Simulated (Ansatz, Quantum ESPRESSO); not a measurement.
**BaTiO3 [001], cubic perovskite: pulling along c**

The c axis is held at a set length while the cell relaxes sideways. How do the lateral strain and the stress follow? The strained cell has c along the load; unstrained it is a = 3.9724 Å, b = 3.9724 Å, c = 3.9724 Å, α = 90.00°, β = 90.00°, γ = 90.00°, with 5 atoms. The symmetry of the cell is held, so distortions that would lower it, which this phase may prefer, aren't tested.

Calculated with Quantum ESPRESSO 7.5, PBEsol, PseudoDojo 0.4.1 norm-conserving potentials, cutoff 1170 eV, Fermi–Dirac smearing 0.02 eV, k-mesh 7×7×7, no spin polarisation, no spin-orbit coupling.

Relaxed positions at 0 %:

```csv
atom,x,y,z
Ba,0.0000,0.0000,0.0000
Ti,0.5000,0.5000,0.5000
O,0.5000,0.5000,0.0000
O,0.5000,0.0000,0.5000
O,0.0000,0.5000,0.5000
```

| ε_c (%) | a (Å) | c (Å) | ε_a (%) | σ (GPa, tension positive) |
| --- | --- | --- | --- | --- |
| −3 | 4.0052 | 3.8532 | 0.826 | −9.04 |
| −2 | 3.9939 | 3.8929 | 0.541 | −5.75 |
| −1 | 3.9829 | 3.9326 | 0.266 | −2.74 |
| 0 | 3.9724 | 3.9724 | 0.000 | −0.01 |
| 2 | 3.9527 | 4.0518 | −0.494 | 4.76 |
| 3 | 3.9436 | 4.0915 | −0.723 | 6.83 |

**Question.** Fit both responses and give the free strain and the stress at +1 %, a row left out above.

Least squares with y = y0 + y1 ε + y2 ε² (ε in %) gives ε_a = 0.001 + (−0.2584) ε + (0.0056) ε² and σ = 0.00 + (2.639) ε + (−0.123) ε² GPa. The linear terms put the ratio of free to applied strain at −0.258 and the Young modulus at 264 GPa.

At +1 % the free strain comes out as −0.252 %. The run itself gives −0.250 %, so the estimate misses by 0.002 %; the fitted rows themselves lie up to 0.001 % off the law.

The stress comes out as 2.52 GPa. The run itself gives 2.49 GPa, so the estimate misses by 0.03 GPa; the fitted rows themselves lie up to 0.03 GPa off the law.

Along a cube axis ν = C12/(C11 + C12) and Y = (C11 − C12)(C11 + 2C12)/(C11 + C12), so C11 = Y(1 − ν)/[(1 + ν)(1 − 2ν)] = 322 GPa and C12 = 112 GPa.

The negative ε² term means that the crystal stiffens in compression and softens in tension.

The same fit over all rows at other levels or in other programs gives the strain ratio = −0.258 with PBEsol (Ansatz) and −0.261 with PBEsol (Quantum ESPRESSO, GBRV).

[Logs are printed without paths, hosts, clocks, repeated set-up lines and the standing remarks that a program may print on its own settings, such as how far it seeks lower states.]
